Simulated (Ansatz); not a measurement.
# Resistivity from frozen vibrations: Li(100) with 4 thermally displaced layers, 2x2, part 2 of 2

Aim: the resistivity of Li at 300 K from frozen thermal displacements between perfect leads.

Ansatz 0.2.0; Ansatz plane-wave DFT, PBE, PAW files; ballistic transport by layer matching (Landauer), zero bias; PAW set soft_1.

So far, open channels per spin nearest the Fermi level: step 2 (with 4 displaced layers) 4.92.

## (3) With 8 displaced layers

Each atom of 8 layers is moved at random, by amounts drawn from a normal law 0.2347 Å wide in each direction from the Debye model (344 K) at 300 K. A fresh draw is used; the growth of the resistance with length is what counts.

System of this step: Li(100) with 8 thermally displaced layers, 2x2. The cell holds 72 atoms: 72 Li. Cell: a = 7.020 Å, b = 7.020 Å, c = 31.590 Å, α = 90.0°, β = 90.0°, γ = 90.0°. It derives from Li. Regions: lead, 40 atoms (40 Li); scattering region, 32 atoms (32 Li). The structure is stacked along c, and the current runs across the ab planes.

Contents of input.yaml:

```yaml
crystal:
  lattice:
    - [7.02, 0.0, 0.0]
    - [0.0, 7.02, 0.0]
    - [0.0, 0.0, 31.59]
  atoms:
    - { symbol: Li, position: [0.0, 0.0, 0.0277777778] }
    - { symbol: Li, position: [0.0, 0.5, 0.0277777778] }
    - { symbol: Li, position: [0.5, 0.0, 0.0277777778] }
    - { symbol: Li, position: [0.5, 0.5, 0.0277777778] }
    - { symbol: Li, position: [0.25, 0.25, 0.0833333333] }
    - { symbol: Li, position: [0.25, 0.75, 0.0833333333] }
    - { symbol: Li, position: [0.75, 0.25, 0.0833333333] }
    - { symbol: Li, position: [0.75, 0.75, 0.0833333333] }
    - { symbol: Li, position: [0.0, 0.0, 0.1388888889] }
    - { symbol: Li, position: [0.0, 0.5, 0.1388888889] }
    - { symbol: Li, position: [0.5, 0.0, 0.1388888889] }
    - { symbol: Li, position: [0.5, 0.5, 0.1388888889] }
    - { symbol: Li, position: [0.25, 0.25, 0.1944444444] }
    - { symbol: Li, position: [0.25, 0.75, 0.1944444444] }
    - { symbol: Li, position: [0.75, 0.25, 0.1944444444] }
    - { symbol: Li, position: [0.75, 0.75, 0.1944444444] }
    - { symbol: Li, position: [0.0, 0.0, 0.25] }
    - { symbol: Li, position: [0.0, 0.5, 0.25] }
    - { symbol: Li, position: [0.5, 0.0, 0.25] }
    - { symbol: Li, position: [0.5, 0.5, 0.25] }
    - { symbol: Li, position: [0.2383776616, 0.2684355954, 0.3027316901] }
    - { symbol: Li, position: [0.2646750949, 0.7827468173, 0.3015133008] }
    - { symbol: Li, position: [0.7911650729, 0.304218219, 0.3135718596] }
    - { symbol: Li, position: [0.788962354, 0.7866667816, 0.322304676] }
    - { symbol: Li, position: [0.0062134785, 6.96726e-05, 0.3655916354] }
    - { symbol: Li, position: [0.9696383115, 0.4480760598, 0.3545586153] }
    - { symbol: Li, position: [0.5124551573, 0.0158145511, 0.3496974001] }
    - { symbol: Li, position: [0.4370343033, 0.4894311122, 0.3597140268] }
    - { symbol: Li, position: [0.2483551768, 0.272444183, 0.4257957574] }
    - { symbol: Li, position: [0.2577190521, 0.7704825392, 0.4085303405] }
    - { symbol: Li, position: [0.7106750832, 0.2578976363, 0.421604493] }
    - { symbol: Li, position: [0.774278899, 0.7698158384, 0.4224923453] }
    - { symbol: Li, position: [0.0270731981, 0.9414230433, 0.4667680559] }
    - { symbol: Li, position: [0.0152163539, 0.5199472205, 0.4609887872] }
    - { symbol: Li, position: [0.5392163788, 0.9853294982, 0.4704955233] }
    - { symbol: Li, position: [0.5091539761, 0.5250609048, 0.4615755009] }
    - { symbol: Li, position: [0.2830935684, 0.2525839824, 0.5220513531] }
    - { symbol: Li, position: [0.2407973989, 0.6769256775, 0.5229665767] }
    - { symbol: Li, position: [0.756081385, 0.2262958761, 0.5253409484] }
    - { symbol: Li, position: [0.7450936168, 0.7516174119, 0.5353601554] }
    - { symbol: Li, position: [0.9991677142, 0.9913090642, 0.5873349645] }
    - { symbol: Li, position: [0.0694229675, 0.4885416714, 0.5871434582] }
    - { symbol: Li, position: [0.4472694353, 0.0449809351, 0.5882319372] }
    - { symbol: Li, position: [0.5445565578, 0.4980255684, 0.5755861872] }
    - { symbol: Li, position: [0.2796229946, 0.2751912272, 0.6324475993] }
    - { symbol: Li, position: [0.2007586025, 0.7650148454, 0.6376156064] }
    - { symbol: Li, position: [0.8373267928, 0.2294652503, 0.6349621646] }
    - { symbol: Li, position: [0.7462970622, 0.6943358059, 0.6322838023] }
    - { symbol: Li, position: [0.0549723589, 0.9956079478, 0.6899246853] }
    - { symbol: Li, position: [0.9574794339, 0.5194060148, 0.6993349814] }
    - { symbol: Li, position: [0.5085734743, 0.98698869, 0.6967143066] }
    - { symbol: Li, position: [0.5127568312, 0.4772374818, 0.699067794] }
    - { symbol: Li, position: [0.25, 0.25, 0.75] }
    - { symbol: Li, position: [0.25, 0.75, 0.75] }
    - { symbol: Li, position: [0.75, 0.25, 0.75] }
    - { symbol: Li, position: [0.75, 0.75, 0.75] }
    - { symbol: Li, position: [0.0, 0.0, 0.8055555556] }
    - { symbol: Li, position: [0.0, 0.5, 0.8055555556] }
    - { symbol: Li, position: [0.5, 0.0, 0.8055555556] }
    - { symbol: Li, position: [0.5, 0.5, 0.8055555556] }
    - { symbol: Li, position: [0.25, 0.25, 0.8611111111] }
    - { symbol: Li, position: [0.25, 0.75, 0.8611111111] }
    - { symbol: Li, position: [0.75, 0.25, 0.8611111111] }
    - { symbol: Li, position: [0.75, 0.75, 0.8611111111] }
    - { symbol: Li, position: [0.0, 0.0, 0.9166666667] }
    - { symbol: Li, position: [0.0, 0.5, 0.9166666667] }
    - { symbol: Li, position: [0.5, 0.0, 0.9166666667] }
    - { symbol: Li, position: [0.5, 0.5, 0.9166666667] }
    - { symbol: Li, position: [0.25, 0.25, 0.9722222222] }
    - { symbol: Li, position: [0.25, 0.75, 0.9722222222] }
    - { symbol: Li, position: [0.75, 0.25, 0.9722222222] }
    - { symbol: Li, position: [0.75, 0.75, 0.9722222222] }
kpoints:
  mp_grid: { grid: [3, 3, 1] }
hamiltonian:
  xc: pbe
  pseudopotentials: { kind: paw, azcp: { folder: soft_1 } }
scf:
  occupations: { method: fermi_dirac, width: 0.1 }
output:
  transmission: { leads: [[0, 4]], kmesh: [6, 6], e_range: [-0.05, 0.05], de: 0.05 }
  write_potential: true
  write_density: true
  volumetric_format: npy
```

Command:

```sh
ansatz run input.yaml --threads 4 --pin off --max-ram 15360MiB --backend cpu --events-out ev --progress --plain --runs-dir out
```

Numbers of over 12 decimals in the logs are rounded to 6 here.

The log of the run:

```text
[...]
Crystal: 72 atoms, lattice volume = 1556.768 Å³
Basis set: ecut = 420 eV, 30501 PW (Γ)
Bands: 180, of which v1, the nominal top of the filled ones, is band 108 counted from 1 (107 counted from 0)
Symmetry: 1 space group operations
[...]
k-points: 5 of 9 (time reversal used)
[...]
SCF iter   1: F=—  HF=-14736.393469 eV  |F-HF|=—  |Δ(HF+E_count)|=         —  Δρ=5.38e-3  dr2=3.18e0  ethr=3.10e-3  ⟨swp⟩=10.6  Hψ=5647  notcnv=0  defer=84
[...]
SCF iter   8: F=-14735.266450 eV  HF=-14735.266450 eV  |F-HF|=1.52e-8  |Δ(HF+E_count)|=   7.20e-8  Δρ=6.62e-7  dr2=2.86e-8  ethr=4.63e-11  ⟨swp⟩=13.0  Hψ=3805  notcnv=0
SCF 1 converged in 8 iterations: F = -14735.266450 eV  dr2 = 2.86e-8
[...]
transmission: 81 of 800 steps passed
transmission: 165 of 800 steps passed
[...]
transmission: 800 of 800 steps passed
SCF converged after 8 iterations
Free energy (F): -14735.266450 eV
[...]
Internal energy: -14734.244671 eV  (E = F + TS)
E sigma→0 (E₀):  -14734.755560 eV
Entropy (-TS):   -1.021780 eV (-14.191 meV/atom)
Fermi energy:    0.757231 eV
[...]
--- Band table (eV; the first three rows and the last of 5) ---
  k-point 0: bands = [... 104 lower, 0.5096, 0.5310, 0.5573, 0.5608, 0.5739, 0.5818, 0.6058, 0.9542, ... 68 higher]
  k-point 1: bands = [... 104 lower, 0.6494, 0.6598, 0.6720, 0.6970, 0.7902, 0.8242, 0.8622, 0.8824, ... 68 higher]
  k-point 2: bands = [... 104 lower, 0.6409, 0.6714, 0.6815, 0.6884, 0.7894, 0.8052, 0.8413, 0.8562, ... 68 higher]
  k-point 4: bands = [... 104 lower, 0.4179, 0.4379, 0.6622, 0.7243, 1.1273, 1.1821, 1.2143, 1.2813, ... 68 higher]
--- Transmission ---
  basis      : 437 plane waves across, 40 finite elements along
  points     : 20, standing for a mesh of 6 x 6
[...]
channels       : 4.916667e0 a spin
[...]
junction   : crystal 0 to crystal 0, 0.70 to 30.53 Å
    transmission   : 3.864585e0 a spin
[...]
```

Run time: 6.7 min. Hardware: 4 threads of Intel Xeon Platinum 8559C (Emerald Rapids), shared host; peak memory 5 GiB; 21 min of CPU time.

Numbers from this step:

- free energy: -14735.2665 eV
- energy at zero smearing: -14734.7556 eV
- Fermi energy: 0.7572 eV
- transmission per spin nearest the Fermi level: 3.865
- step of the lead's potential: 7.9 meV

Per spin. Table of transmission, zone mean by energy, zero at the Fermi level:

| energy (eV) | transmission, zone mean |
| --- | --- |
| -0.0500 | 3.85 |
| 0.0000 | 3.86 |
| 0.0500 | 3.96 |

Over the solved energies the transmission per spin lies between 3.85 and 3.96, out of 4.84 channels of the lead on average (up to 4.92).

## (4) With 12 displaced layers

Each atom of 12 layers is moved at random, by amounts drawn from a normal law 0.2347 Å wide in each direction from the Debye model (344 K) at 300 K. A fresh draw is used; the growth of the resistance with length is what counts.

System of this step: Li(100) with 12 thermally displaced layers, 2x2. The cell holds 88 atoms: 88 Li. Its edges and angles: a = 7.020 Å, b = 7.020 Å, c = 38.610 Å, α = 90.0°, β = 90.0°, γ = 90.0°. It derives from Li. Regions: lead, 40 atoms (40 Li); scattering region, 48 atoms (48 Li). The structure is stacked along c, and the current runs across the ab planes.

Contents of input.yaml:

```yaml
crystal:
  lattice:
    - [7.02, 0.0, 0.0]
    - [0.0, 7.02, 0.0]
    - [0.0, 0.0, 38.61]
  atoms:
    - { symbol: Li, position: [0.0, 0.0, 0.0227272727] }
    - { symbol: Li, position: [0.0, 0.5, 0.0227272727] }
    - { symbol: Li, position: [0.5, 0.0, 0.0227272727] }
    - { symbol: Li, position: [0.5, 0.5, 0.0227272727] }
    - { symbol: Li, position: [0.25, 0.25, 0.0681818182] }
    - { symbol: Li, position: [0.25, 0.75, 0.0681818182] }
    - { symbol: Li, position: [0.75, 0.25, 0.0681818182] }
    - { symbol: Li, position: [0.75, 0.75, 0.0681818182] }
    - { symbol: Li, position: [0.0, 0.0, 0.1136363636] }
    - { symbol: Li, position: [0.0, 0.5, 0.1136363636] }
    - { symbol: Li, position: [0.5, 0.0, 0.1136363636] }
    - { symbol: Li, position: [0.5, 0.5, 0.1136363636] }
    - { symbol: Li, position: [0.25, 0.25, 0.1590909091] }
    - { symbol: Li, position: [0.25, 0.75, 0.1590909091] }
    - { symbol: Li, position: [0.75, 0.25, 0.1590909091] }
    - { symbol: Li, position: [0.75, 0.75, 0.1590909091] }
    - { symbol: Li, position: [0.0, 0.0, 0.2045454545] }
    - { symbol: Li, position: [0.0, 0.5, 0.2045454545] }
    - { symbol: Li, position: [0.5, 0.0, 0.2045454545] }
    - { symbol: Li, position: [0.5, 0.5, 0.2045454545] }
    - { symbol: Li, position: [0.1792819504, 0.2069068412, 0.2481526919] }
    - { symbol: Li, position: [0.2463727887, 0.7110773427, 0.2519980797] }
    - { symbol: Li, position: [0.7852897431, 0.2650789434, 0.251364762] }
    - { symbol: Li, position: [0.7776886636, 0.7635209911, 0.2430562172] }
    - { symbol: Li, position: [0.9932281422, 0.0431701177, 0.288540537] }
    - { symbol: Li, position: [0.0020826342, 0.486991279, 0.2899961427] }
    - { symbol: Li, position: [0.4661838055, 0.0033772186, 0.2973713445] }
    - { symbol: Li, position: [0.5103307464, 0.4516575881, 0.2936994838] }
    - { symbol: Li, position: [0.2615576756, 0.2816525382, 0.3449968152] }
    - { symbol: Li, position: [0.2778017204, 0.7866781581, 0.3459171575] }
    - { symbol: Li, position: [0.7227470987, 0.2519403502, 0.3365744013] }
    - { symbol: Li, position: [0.6703854035, 0.6938065284, 0.3536062207] }
    - { symbol: Li, position: [0.962647921, 0.9250446878, 0.3828087276] }
    - { symbol: Li, position: [0.0508245672, 0.4984970278, 0.3888441002] }
    - { symbol: Li, position: [0.490963084, 0.9972175872, 0.3940627362] }
    - { symbol: Li, position: [0.526610644, 0.4971165415, 0.3917831942] }
    - { symbol: Li, position: [0.2859202857, 0.2426731048, 0.4334592293] }
    - { symbol: Li, position: [0.2584955841, 0.7276583239, 0.438813603] }
    - { symbol: Li, position: [0.7444153298, 0.2292906451, 0.4216321466] }
    - { symbol: Li, position: [0.7076966008, 0.8009961253, 0.4248885036] }
    - { symbol: Li, position: [0.0143603583, 0.9877260131, 0.4803807446] }
    - { symbol: Li, position: [0.0201352758, 0.4740481784, 0.4754986768] }
    - { symbol: Li, position: [0.5033215554, 0.0038294229, 0.4770994352] }
    - { symbol: Li, position: [0.4895272261, 0.5210416508, 0.4852785052] }
    - { symbol: Li, position: [0.2680695131, 0.2252565438, 0.5251339784] }
    - { symbol: Li, position: [0.2520427606, 0.765432615, 0.5339408322] }
    - { symbol: Li, position: [0.7428473696, 0.2496154801, 0.5173380599] }
    - { symbol: Li, position: [0.7403402166, 0.7309728485, 0.5324515726] }
    - { symbol: Li, position: [0.0101621096, 0.9808803253, 0.5799097625] }
    - { symbol: Li, position: [0.9555992029, 0.528792663, 0.5743588826] }
    - { symbol: Li, position: [0.5191874784, 0.9912694736, 0.5673953132] }
    - { symbol: Li, position: [0.488518047, 0.526279092, 0.5540258648] }
    - { symbol: Li, position: [0.2329087625, 0.2550796163, 0.6101038504] }
    - { symbol: Li, position: [0.1892364784, 0.7418820398, 0.6090462125] }
    - { symbol: Li, position: [0.7767535793, 0.2967163243, 0.6140580793] }
    - { symbol: Li, position: [0.6853406028, 0.7434411649, 0.6080192142] }
    - { symbol: Li, position: [0.0228003241, 0.0565467811, 0.6610203341] }
    - { symbol: Li, position: [0.0680400135, 0.5506328063, 0.6633246435] }
    - { symbol: Li, position: [0.4712412155, 0.0069832912, 0.6509508803] }
    - { symbol: Li, position: [0.5384770504, 0.5079810244, 0.6682015108] }
    - { symbol: Li, position: [0.264048718, 0.1896815432, 0.7093332033] }
    - { symbol: Li, position: [0.2859208613, 0.8104834952, 0.6995259418] }
    - { symbol: Li, position: [0.7240691483, 0.2570842728, 0.6990231334] }
    - { symbol: Li, position: [0.7088221838, 0.7181539581, 0.7211373685] }
    - { symbol: Li, position: [0.9833043012, 0.9702122837, 0.7479832344] }
    - { symbol: Li, position: [0.0037632976, 0.5467131798, 0.7563827209] }
    - { symbol: Li, position: [0.5298258183, 0.0049198635, 0.751574743] }
    - { symbol: Li, position: [0.4820744474, 0.4530547808, 0.7630036653] }
    - { symbol: Li, position: [0.25, 0.25, 0.7954545455] }
    - { symbol: Li, position: [0.25, 0.75, 0.7954545455] }
    - { symbol: Li, position: [0.75, 0.25, 0.7954545455] }
    - { symbol: Li, position: [0.75, 0.75, 0.7954545455] }
    - { symbol: Li, position: [0.0, 0.0, 0.8409090909] }
    - { symbol: Li, position: [0.0, 0.5, 0.8409090909] }
    - { symbol: Li, position: [0.5, 0.0, 0.8409090909] }
    - { symbol: Li, position: [0.5, 0.5, 0.8409090909] }
    - { symbol: Li, position: [0.25, 0.25, 0.8863636364] }
    - { symbol: Li, position: [0.25, 0.75, 0.8863636364] }
    - { symbol: Li, position: [0.75, 0.25, 0.8863636364] }
    - { symbol: Li, position: [0.75, 0.75, 0.8863636364] }
    - { symbol: Li, position: [0.0, 0.0, 0.9318181818] }
    - { symbol: Li, position: [0.0, 0.5, 0.9318181818] }
    - { symbol: Li, position: [0.5, 0.0, 0.9318181818] }
    - { symbol: Li, position: [0.5, 0.5, 0.9318181818] }
    - { symbol: Li, position: [0.25, 0.25, 0.9772727273] }
    - { symbol: Li, position: [0.25, 0.75, 0.9772727273] }
    - { symbol: Li, position: [0.75, 0.25, 0.9772727273] }
    - { symbol: Li, position: [0.75, 0.75, 0.9772727273] }
kpoints:
  mp_grid: { grid: [3, 3, 1] }
hamiltonian:
  xc: pbe
  pseudopotentials: { kind: paw, azcp: { folder: soft_1 } }
scf:
  occupations: { method: fermi_dirac, width: 0.1 }
output:
  transmission: { leads: [[0, 4]], kmesh: [6, 6], e_range: [-0.05, 0.05], de: 0.05 }
  write_potential: true
  write_density: true
  volumetric_format: npy
```

The log of the run:

```text
[...]
Crystal: 88 atoms, lattice volume = 1902.716 Å³
Basis set: ecut = 420 eV, 37253 PW (Γ)
Bands: 220, of which v1, the nominal top of the filled ones, is band 132 counted from 1 (131 counted from 0)
Symmetry: 1 space group operations
[...]
k-points: 5 of 9 (time reversal used)
[...]
SCF iter   1: F=—  HF=-18011.182428 eV  |F-HF|=—  |Δ(HF+E_count)|=         —  Δρ=8.20e-3  dr2=9.83e0  ethr=3.10e-3  ⟨swp⟩=11.4  Hψ=6958  notcnv=0  defer=120
[...]
SCF iter   9: F=-18008.466654 eV  HF=-18008.466654 eV  |F-HF|=1.49e-8  |Δ(HF+E_count)|=   3.45e-8  Δρ=4.17e-7  dr2=2.13e-8  ethr=3.79e-11  ⟨swp⟩=13.4  Hψ=4473  notcnv=0
SCF 1 converged in 9 iterations: F = -18008.466654 eV  dr2 = 2.13e-8
[...]
transmission: 99 of 980 steps passed
transmission: 201 of 980 steps passed
[...]
transmission: 980 of 980 steps passed
SCF converged after 9 iterations
Free energy (F): -18008.466654 eV
[...]
Internal energy: -18007.211562 eV  (E = F + TS)
E sigma→0 (E₀):  -18007.839108 eV
Entropy (-TS):   -1.255092 eV (-14.262 meV/atom)
Fermi energy:    0.753785 eV
[...]
--- Band table (eV; the first three rows and the last of 5) ---
  k-point 0: bands = [... 128 lower, 0.3836, 0.6397, 0.6538, 0.6705, 0.6840, 0.6930, 0.7048, 0.7329, ... 84 higher]
  k-point 1: bands = [... 128 lower, 0.6201, 0.6421, 0.6551, 0.6693, 0.8295, 0.8409, 0.8547, 0.8781, ... 84 higher]
  k-point 2: bands = [... 128 lower, 0.6114, 0.6230, 0.6438, 0.6656, 0.8071, 0.8273, 0.8579, 0.8811, ... 84 higher]
  k-point 4: bands = [... 128 lower, 0.5471, 0.5877, 0.6128, 0.6485, 1.1195, 1.1410, 1.1932, 1.2363, ... 84 higher]
--- Transmission ---
  basis      : 437 plane waves across, 49 finite elements along
  points     : 20, standing for a mesh of 6 x 6
[...]
channels       : 4.916667e0 a spin
[...]
junction   : crystal 0 to crystal 0, 0.70 to 37.55 Å
    transmission   : 3.489348e0 a spin
[...]
```

It took 8.3 min on 4 threads; peak memory 7.2 GiB; 27 min of CPU time.

This step gave:

```yaml
free_energy: -18008.4667 eV
energy_at_zero_smearing: -18007.8391 eV
fermi_energy: 0.7538 eV
transmission_per_spin_nearest_the_fermi_level: 3.489
step_of_the_lead_s_potential: 7.7 meV
```

Per spin. The transmission, zone mean by energy, zero at the Fermi level:

```
energy (eV)  transmission, zone mean
    -0.0500                     3.46
     0.0000                     3.49
     0.0500                     3.56
```

Over the solved energies the transmission per spin lies between 3.46 and 3.56, out of 4.84 channels of the lead on average (up to 4.92).

## (5) The fit

This step: Ansatz plane-wave DFT, PBE, PAW files; ballistic transport by layer matching (Landauer), zero bias; resistivity from the slope of the area resistance; PAW set soft_1 (Ansatz 0.2.0).

Numbers from this step:

```
resistivity           : 25.69 µΩ cm
intercept             : -0.03903 fΩ m²
scatter about the fit : 3.13e-5 fΩ m²
```

Resistance, by row:

| run | length (Å) | T | channels N | RA (fΩ m²) |
| --- | --- | --- | --- | --- |
| n4 | 7.02 | 4.372 | 4.843 | 0.1413 |
| n8 | 14.04 | 3.89 | 4.843 | 0.3217 |
| n12 | 21.06 | 3.504 | 4.843 | 0.502 |

Table of area resistance by length of the displaced region:

```
length of the displaced region (Å)  area resistance (fΩ m²)
                              7.02                    0.141
                             14.04                    0.322
                             21.06                    0.502
```

The area resistance goes from 0.14 to 0.50 fΩ m² between 7.0 and 21.1 Å, a slope of 26 µΩ cm.

By hand from the end points: (0.5020 − 0.1413) fΩ m² / (21.06 − 7.02) Å = 26 µΩ cm, since 1 fΩ m² per Å is 1000 µΩ cm.

## (6) Summary of results

```yaml
resistivity_from_the_slope: 25.7 µΩ cm
area_resistance_over_7p02_a: 0.141 fΩ m²
area_resistance_over_14p0_a: 0.322 fΩ m²
area_resistance_over_21p1_a: 0.502 fΩ m²
```

In words: The slope gives 26 µΩ cm. The points scatter by 3.1e-5 fΩ m² about the line, with one random draw a length in a 2x2 cell, so the slope is a rough value. The mean square of the displacements drawn is 0.78, 0.91 and 1.0 of the nominal one at the three lengths; with each resistance scaled back by that, the slope is 22 µΩ cm, the value used below. Read with a model of isotropic scattering on a spherical Fermi surface and the lead's 0.76×10¹⁵ S/m², this slope means a mean free path near 49 Å; over these lengths the model's slope is 1.09 times its bulk resistivity, which would be 20 µΩ cm. Uncorrelated displacements put too much weight on short waves, which scatter strongly; with the sideways repeat of a small cell, one draw and three short lengths, the method is good to a factor of two or three. The measured value is 9.55 µΩ cm (CRC Handbook of Chemistry and Physics, 84th ed., 2003, Electrical Resistivity of Pure Metals); the scaled slope is 2.3 times that and the corrected value 2.1: clearly high.

[Logs are printed without paths, hosts, clocks, repeated set-up lines and the standing remarks that a program may print on its own settings, such as how far it seeks lower states.]

[Hosts, paths, dates, database ids (printed as entryN), source tags and the programs' standing remarks are cut or masked in the printed files.]
